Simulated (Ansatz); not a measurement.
# How fast states decay through Ca3AsBr2Cl, part 3 of 3

A new crystal, Ca3AsBr2Cl: structure, gap and complex bands. It is built by putting Cl for part of the Br in the Ca3AsBr3 structure of space group Pm-3m, with the volume rescaled by atomic radii. The parent structure comes from the Materials Project.

Ansatz 0.2.0; r2SCAN DFT, plane waves, PAW files (the session's first sound run).

So far, gap on the k-mesh (eV): step 3 (the bulk crystal and its band edges, r2SCAN) 2.03; step 7 (PBEsol, cutoff 420 eV) 1.59.

The structure was built from a prototype and need not be the compound's stable phase.

## (8) Complex bands at another level, cutoff 420 eV

This step: PBEsol DFT, plane waves, PAW files; complex bands by layer matching along the plane's normal (Ansatz 0.2.0).

The complex bands at that level, over its own gap, at (0, 0) and (0.5, 0).

input.yaml reads:

```yaml
crystal:
  lattice:
    - [5.82943677, 0.0, 0.0]
    - [0.0, 5.94100833, 0.0]
    - [0.0, 0.0, 5.82943677]
  atoms:
    - { symbol: Ca, position: [0.0, 0.0, 0.5] }
    - { symbol: Ca, position: [0.5, 0.0, 0.0] }
    - { symbol: Ca, position: [0.0, 0.5, 0.0] }
    - { symbol: As, position: [0.0, 0.0, 0.0] }
    - { symbol: Br, position: [0.5, 0.5, 0.0] }
    - { symbol: Br, position: [0.0, 0.5, 0.5] }
    - { symbol: Cl, position: [0.5, 0.0, 0.5] }
kpoints:
  mp_grid: { grid: [4, 4, 4] }
scf:
  occupations: { method: fixed }
hamiltonian:
  xc: pbesol
output:
  eigenvalues: true
  transmission:
    leads: [[0, 0]]
    kpoints: [[0.0, 0.0], [0.5, 0.0]]
    e_range: [-1.0, 2.59]
    de: 0.06
```

The run is started by

```console
$ ansatz run input.yaml --threads 2 --pin off --max-ram 4096MiB --backend cpu --events-out ev --progress --plain --runs-dir out
```

Numbers of over 12 decimals in the logs are rounded to 6 here.

Log:

```text
[...]
Crystal: 7 atoms, lattice volume = 201.889 Å³
Basis set: ecut = 420 eV, 3903 PW (Γ)
Bands: 40, of which v1, the nominal top of the filled ones, is band 33 counted from 1 (32 counted from 0)
Symmetry: 16 space group operations
[...]
k-points: 18 of 64
[...]
SCF iter   1: F=—  HF=-16741.020638 eV  |F-HF|=—  |Δ(HF+E_count)|=         —  Δρ=2.79e-3  dr2=1.94e-2  ethr=1.77e-3  ⟨swp⟩=6.6  Hψ=2625  notcnv=0  defer=74
[...]
SCF iter   7: F=-16741.016876 eV  HF=-16741.016876 eV  |F-HF|=2.99e-8  |Δ(HF+E_count)|=   6.30e-7  Δρ=3.31e-6  dr2=6.81e-8  ethr=1.52e-10  ⟨swp⟩=21.8  Hψ=4027  notcnv=0
SCF 1 converged in 7 iterations: F = -16741.016876 eV  dr2 = 6.81e-8
[...]
transmission: 12 of 24 steps passed
transmission: 24 of 24 steps passed
SCF converged after 7 iterations
Free energy (F): -16741.016876 eV
[...]
Internal energy: -16741.016876 eV  (E = F + TS)
E sigma→0 (E₀):  -16741.016876 eV
Fermi energy:    5.522531 eV
[...]
--- Band table (eV; the first three rows and the last of 18) ---
  k-point 0: bands = [... 29 lower, 2.7065, 5.4985, 5.4985, 5.5225, 7.1083, 7.1083, 7.1972, 7.8027, ... 3 higher]
  k-point 1: bands = [... 29 lower, 2.5710, 4.6997, 5.2230, 5.2494, 7.2263, 7.8674, 7.8982, 8.3601, ... 3 higher]
  k-point 2: bands = [... 29 lower, 2.4389, 4.1390, 5.0262, 5.0763, 7.3808, 8.5806, 8.8283, 8.8284, ... 3 higher]
  k-point 17: bands = [... 29 lower, 2.9644, 4.3747, 4.3747, 4.4246, 9.2243, 9.3771, 9.3771, 9.7471, ... 3 higher]
--- Transmission ---
  basis      : 297 plane waves across, 12 finite elements along
  points     : 2, as listed
[...]
channels       : 0.000000e0 a spin
[...]
slowest decay  : 0.1675 /Å at (0.0000, 0.0000)
```

Wall time 2.8 min (2 threads of Arm Neoverse N1, shared host); peak memory 1.1 GiB.

This step gave:

- level to which the leads are filled: 0.7929 eV from the Fermi level
- decay constant at the filling level, zone centre: 0.1675 Å⁻¹
- decay constant at the filling level, slowest listed point: 0.1675 Å⁻¹

K parallel (0, 0); values up to 1.5 1/Å, a degenerate pair printed once or twice; energies at which all values exceed this have no row. The Im kz of the slowest decaying states by energy, zero at the highest filled level on the SCF mesh:

| energy (eV) | decay 1 (Å⁻¹) | decay 2 (Å⁻¹) | decay 3 (Å⁻¹) | decay 4 (Å⁻¹) |
| --- | --- | --- | --- | --- |
| -1.00 | 0.384 | 0.403 | 0.438 | 0.439 |
| -0.88 | 0.354 | 0.387 | 0.391 | 0.439 |
| -0.70 | 0.261 | 0.304 | 0.389 | 0.439 |
| -0.58 | 0.169 | 0.224 | 0.390 | 0.439 |
| -0.46 | 0.0731 | 0.390 | 0.438 | 0.526 |
| -0.28 | 0.390 | 0.436 | 0.528 | 0.604 |
| -0.16 | 0.389 | 0.434 | 0.528 | 0.603 |
| 0.02 | 0.0488 | 0.0530 | 0.0868 | 0.388 |
| 0.14 | 0.0911 | 0.129 | 0.153 | 0.386 |
| 0.26 | 0.116 | 0.162 | 0.185 | 0.384 |
| 0.44 | 0.140 | 0.186 | 0.209 | 0.381 |
| 0.56 | 0.152 | 0.193 | 0.216 | 0.378 |
| 0.68 | 0.161 | 0.194 | 0.218 | 0.375 |
| 0.86 | 0.170 | 0.189 | 0.212 | 0.369 |
| 0.98 | 0.174 | 0.180 | 0.204 | 0.365 |
| 1.10 | 0.168 | 0.176 | 0.192 | 0.361 |
| 1.28 | 0.140 | 0.167 | 0.176 | 0.354 |
| 1.40 | 0.112 | 0.143 | 0.174 | 0.305 |
| 1.52 | 0.0685 | 0.110 | 0.170 | 0.187 |
| 1.70 | 0.160 | 0.334 | 0.359 | 0.452 |
| 1.82 | 0.149 | 0.328 | 0.350 | 0.441 |
| 2.00 | 0.126 | 0.185 | 0.317 | 0.336 |
| 2.12 | 0.100 | 0.227 | 0.309 | 0.326 |
| 2.24 | 0.0529 | 0.247 | 0.301 | 0.315 |
| 2.42 | 0.255 | 0.287 | 0.298 | 0.367 |
| 2.54 | 0.248 | 0.276 | 0.286 | 0.348 |

K parallel (0, 0). The Re kz of states that move upwards by energy, zero at the highest filled level on the SCF mesh:

| energy (eV) | channel 1 (Å⁻¹) | channel 2 (Å⁻¹) | channel 3 (Å⁻¹) |
| --- | --- | --- | --- |
| -1.00 | -0.320 | - | - |
| -0.88 | -0.285 | - | - |
| -0.76 | -0.253 | - | - |
| -0.64 | -0.222 | - | - |
| -0.52 | -0.192 | - | - |
| -0.40 | -0.404 | -0.354 | -0.161 |
| -0.28 | -0.275 | -0.255 | -0.128 |
| -0.16 | -0.177 | -0.173 | -0.0903 |
| -0.04 | -0.0784 | -0.0548 | -0.0299 |
| 0.02 | - | - | - |
| 0.08 | - | - | - |
| 0.20 | - | - | - |
| 0.32 | - | - | - |
| 0.44 | - | - | - |
| 0.56 | - | - | - |
| 0.68 | - | - | - |
| 0.86 | - | - | - |
| 0.98 | - | - | - |
| 1.10 | - | - | - |
| 1.22 | - | - | - |
| 1.34 | - | - | - |
| 1.46 | - | - | - |
| 1.58 | - | - | - |
| 1.70 | 0.0460 | 0.0936 | 0.265 |
| 1.82 | 0.112 | 0.137 | 0.424 |
| 1.94 | 0.155 | 0.172 | - |
| 2.06 | 0.190 | 0.203 | - |
| 2.18 | 0.222 | 0.232 | - |
| 2.30 | 0.0384 | 0.252 | 0.260 |
| 2.42 | 0.108 | 0.280 | 0.286 |
| 2.54 | 0.156 | 0.307 | 0.312 |

K parallel (0.5, 0); values up to 1.5 1/Å, a degenerate pair printed once or twice; energies at which all values exceed this have no row. Table of Im kz of the slowest decaying states by energy, zero at the highest filled level on the SCF mesh:

| energy (eV) | decay 1 (Å⁻¹) | decay 2 (Å⁻¹) | decay 3 (Å⁻¹) | decay 4 (Å⁻¹) |
| --- | --- | --- | --- | --- |
| -1.0000 | 0.0880 | 0.425 | 0.496 | 0.590 |
| -0.7600 | 0.466 | 0.496 | 0.591 | 0.699 |
| -0.5200 | 0.487 | 0.495 | 0.590 | 0.690 |
| -0.2200 | 0.146 | 0.192 | 0.493 | 0.499 |
| 0.0200 | 0.197 | 0.232 | 0.491 | 0.502 |
| 0.2600 | 0.228 | 0.250 | 0.490 | 0.501 |
| 0.5000 | 0.248 | 0.254 | 0.488 | 0.497 |
| 0.7400 | 0.248 | 0.261 | 0.487 | 0.489 |
| 0.9800 | 0.233 | 0.270 | 0.478 | 0.488 |
| 1.2200 | 0.209 | 0.274 | 0.465 | 0.495 |
| 1.5200 | 0.160 | 0.273 | 0.444 | 0.475 |
| 1.7600 | 0.0896 | 0.269 | 0.424 | 0.447 |
| 2.0000 | 0.261 | 0.401 | 0.415 | 0.467 |
| 2.2400 | 0.25 | 0.374 | 0.376 | 0.447 |
| 2.4800 | 0.234 | 0.327 | 0.341 | 0.425 |

At the listed wavevectors the last open channel is at -0.04 eV and the next at +1.64 eV on the grid. At +0.80 eV, the grid energy nearest the filling level (the middle of the gap on the SCF mesh), the slowest state at the listed wavevectors decays with κ = 0.168 Å⁻¹, its amplitude falling by e over 6.0 Å; the first such run, plane (100), gave 0.198 Å⁻¹.

## (9) A check of the settings: hamiltonian.xc = "pbesol"

This step: PBEsol DFT, plane waves, PAW files; complex bands by layer matching along the plane's normal; changed: hamiltonian.xc = "pbesol" (Ansatz 0.2.0).

It is meant to test how much rests on the functional. Where the input is shown as a difference, that is against the step before, not the twin.

input.yaml: that of step 8 with these lines changed.

```diff
@@ -24,3 +24,3 @@
     kpoints: [[0.0, 0.0], [0.5, 0.0]]
-    e_range: [-1.0, 2.59]
-    de: 0.06
+    e_range: [-1.0, 3.03]
+    de: 0.07
```

Log:

```text
[...]
Crystal: 7 atoms, lattice volume = 201.889 Å³
Basis set: ecut = 420 eV, 3903 PW (Γ)
Bands: 40, of which v1, the nominal top of the filled ones, is band 33 counted from 1 (32 counted from 0)
Symmetry: 16 space group operations
[...]
k-points: 18 of 64
[...]
SCF iter   1: F=—  HF=-16741.020638 eV  |F-HF|=—  |Δ(HF+E_count)|=         —  Δρ=2.79e-3  dr2=1.94e-2  ethr=1.77e-3  ⟨swp⟩=6.6  Hψ=2625  notcnv=0  defer=74
[...]
SCF iter   7: F=-16741.016876 eV  HF=-16741.016876 eV  |F-HF|=2.99e-8  |Δ(HF+E_count)|=   6.30e-7  Δρ=3.31e-6  dr2=6.81e-8  ethr=1.52e-10  ⟨swp⟩=21.8  Hψ=4027  notcnv=0
SCF 1 converged in 7 iterations: F = -16741.016876 eV  dr2 = 6.81e-8
[...]
transmission: 12 of 24 steps passed
transmission: 24 of 24 steps passed
SCF converged after 7 iterations
Free energy (F): -16741.016876 eV
[...]
Internal energy: -16741.016876 eV  (E = F + TS)
E sigma→0 (E₀):  -16741.016876 eV
Fermi energy:    5.522531 eV
[...]
--- Band table (eV; the first three rows and the last of 18) ---
  k-point 0: bands = [... 29 lower, 2.7065, 5.4985, 5.4985, 5.5225, 7.1083, 7.1083, 7.1972, 7.8027, ... 3 higher]
  k-point 1: bands = [... 29 lower, 2.5710, 4.6997, 5.2230, 5.2494, 7.2263, 7.8674, 7.8982, 8.3601, ... 3 higher]
  k-point 2: bands = [... 29 lower, 2.4389, 4.1390, 5.0262, 5.0763, 7.3808, 8.5806, 8.8283, 8.8284, ... 3 higher]
  k-point 17: bands = [... 29 lower, 2.9644, 4.3747, 4.3747, 4.4246, 9.2243, 9.3771, 9.3771, 9.7471, ... 3 higher]
--- Transmission ---
  basis      : 297 plane waves across, 12 finite elements along
  points     : 2, as listed
[...]
channels       : 0.000000e0 a spin
[...]
slowest decay  : 0.1684 /Å at (0.0000, 0.0000)
```

Run time: 2.7 min. Hardware: 2 threads; peak memory 1.1 GiB.

This step gave:

```
decay constant at the filling level, zone centre          : 0.1684 Å⁻¹
decay constant at the filling level, slowest listed point : 0.1684 Å⁻¹
```

K parallel (0, 0); values up to 1.5 1/Å, a degenerate pair printed once or twice; energies at which all values exceed this have no row. The Im kz of the slowest decaying states by energy, zero at the highest filled level on the SCF mesh:

| energy (eV) | decay 1 (Å⁻¹) | decay 2 (Å⁻¹) | decay 3 (Å⁻¹) | decay 4 (Å⁻¹) |
| --- | --- | --- | --- | --- |
| -1.0000 | 0.384 | 0.403 | 0.438 | 0.439 |
| -0.7200 | 0.273 | 0.315 | 0.389 | 0.440 |
| -0.5100 | 0.0687 | 0.156 | 0.390 | 0.438 |
| -0.2300 | 0.390 | 0.435 | 0.528 | 0.604 |
| -0.0200 | 0.0149 | 0.0271 | 0.388 | 0.432 |
| 0.2600 | 0.116 | 0.162 | 0.185 | 0.384 |
| 0.4700 | 0.144 | 0.188 | 0.212 | 0.380 |
| 0.7500 | 0.165 | 0.193 | 0.217 | 0.373 |
| 1.0300 | 0.175 | 0.175 | 0.200 | 0.364 |
| 1.2400 | 0.147 | 0.173 | 0.176 | 0.355 |
| 1.5200 | 0.0685 | 0.110 | 0.170 | 0.187 |
| 1.7300 | 0.157 | 0.332 | 0.357 | 0.449 |
| 2.0100 | 0.124 | 0.190 | 0.316 | 0.335 |
| 2.2200 | 0.0641 | 0.245 | 0.302 | 0.317 |
| 2.5000 | 0.251 | 0.280 | 0.290 | 0.354 |
| 2.7800 | 0.207 | 0.248 | 0.262 | 0.302 |

K parallel (0, 0). Re kz of states that move upwards against energy, zero at the highest filled level on the SCF mesh:

| energy (eV) | channel 1 (Å⁻¹) | channel 2 (Å⁻¹) | channel 3 (Å⁻¹) |
| --- | --- | --- | --- |
| -1.00 | -0.320 | - | - |
| -0.86 | -0.280 | - | - |
| -0.79 | -0.261 | - | - |
| -0.65 | -0.225 | - | - |
| -0.58 | -0.207 | - | - |
| -0.44 | -0.490 | -0.398 | -0.171 |
| -0.37 | -0.364 | -0.326 | -0.153 |
| -0.23 | -0.234 | -0.220 | -0.113 |
| -0.16 | -0.177 | -0.173 | -0.0903 |
| -0.02 | -0.0546 | - | - |
| 0.05 | - | - | - |
| 0.19 | - | - | - |
| 0.26 | - | - | - |
| 0.40 | - | - | - |
| 0.54 | - | - | - |
| 0.61 | - | - | - |
| 0.75 | - | - | - |
| 0.82 | - | - | - |
| 0.96 | - | - | - |
| 1.03 | - | - | - |
| 1.17 | - | - | - |
| 1.24 | - | - | - |
| 1.38 | - | - | - |
| 1.45 | - | - | - |
| 1.59 | 0.0177 | 0.0484 | - |
| 1.73 | 0.0684 | 0.106 | 0.303 |
| 1.80 | 0.104 | 0.131 | 0.394 |
| 1.94 | 0.155 | 0.172 | - |
| 2.01 | 0.176 | 0.191 | - |
| 2.15 | 0.214 | 0.225 | - |
| 2.22 | 0.232 | 0.241 | - |
| 2.36 | 0.0791 | 0.266 | 0.273 |
| 2.43 | 0.112 | 0.282 | 0.288 |
| 2.57 | 0.168 | 0.314 | 0.318 |
| 2.64 | 0.194 | 0.329 | 0.333 |
| 2.78 | 0.247 | 0.361 | 0.364 |
| 2.85 | 0.274 | 0.377 | 0.379 |
| 2.99 | 0.331 | 0.410 | 0.411 |

K parallel (0.5, 0); values up to 1.5 1/Å, a degenerate pair printed once or twice; energies at which all values exceed this have no row. Table of Im kz of the slowest decaying states by energy, zero at the highest filled level on the SCF mesh:

| energy (eV) | decay 1 (Å⁻¹) | decay 2 (Å⁻¹) | decay 3 (Å⁻¹) | decay 4 (Å⁻¹) |
| --- | --- | --- | --- | --- |
| -1.00 | 0.0880 | 0.425 | 0.496 | 0.590 |
| -0.79 | 0.462 | 0.496 | 0.591 | 0.700 |
| -0.58 | 0.483 | 0.495 | 0.590 | 0.693 |
| -0.37 | 0.0887 | 0.140 | 0.494 | 0.495 |
| -0.23 | 0.143 | 0.189 | 0.493 | 0.499 |
| -0.02 | 0.190 | 0.228 | 0.492 | 0.502 |
| 0.19 | 0.220 | 0.247 | 0.490 | 0.502 |
| 0.40 | 0.240 | 0.254 | 0.488 | 0.499 |
| 0.61 | 0.253 | 0.255 | 0.487 | 0.493 |
| 0.82 | 0.244 | 0.265 | 0.486 | 0.487 |
| 0.96 | 0.235 | 0.269 | 0.479 | 0.488 |
| 1.17 | 0.215 | 0.273 | 0.468 | 0.492 |
| 1.38 | 0.186 | 0.274 | 0.455 | 0.489 |
| 1.59 | 0.144 | 0.273 | 0.439 | 0.467 |
| 1.80 | 0.0694 | 0.268 | 0.421 | 0.442 |
| 2.01 | 0.261 | 0.400 | 0.413 | 0.466 |
| 2.22 | 0.251 | 0.376 | 0.379 | 0.449 |
| 2.36 | 0.243 | 0.353 | 0.358 | 0.436 |
| 2.57 | 0.227 | 0.305 | 0.327 | 0.416 |
| 2.78 | 0.207 | 0.241 | 0.289 | 0.394 |
| 2.99 | 0.127 | 0.180 | 0.240 | 0.371 |

The least decay constant is 0.168 Å⁻¹ against 0.198 Å⁻¹ in the twin: a change of -15 %, at 0.61 times the CPU time.

## (10) What came out

* band gap: 2.03 eV
* least decay constant at mid-gap, normal to (100): 0.198 Å⁻¹
* least decay constant at mid-gap, normal to (001): 0.189 Å⁻¹
* least decay constant on a mesh, normal to (100): 0.197 Å⁻¹
* least decay constant, PBEsol: 0.168 Å⁻¹

In words: With r2SCAN, the slowest decay at the wavevectors tried is κ = 0.189 Å⁻¹, normal to (001). Through such a film the transmission near mid-gap falls as exp(−2κd), a factor of ten every 6.1 Å. The directions tried decay at nearly the same rate. A free electron under a barrier of half the gap would need a mass of 0.13 mₑ to decay at this rate. With PBEsol the gap goes from 2.03 to 1.59 eV and the decay constant, over the first 2 listed wavevectors, from 0.198 to 0.168 Å⁻¹. The compound is made up by substitution; its stability against other phases and against distortions of the cell's symmetry was not tested. r2SCAN still narrows gaps, if less than LDA and GGA do, so real decay constants are likely larger.

[Logs are printed without paths, hosts, clocks, repeated set-up lines and the standing remarks that a program may print on its own settings, such as how far it seeks lower states.]

[Hosts, paths, dates, database ids (printed as entryN), source tags and the programs' standing remarks are cut or masked in the printed files.]
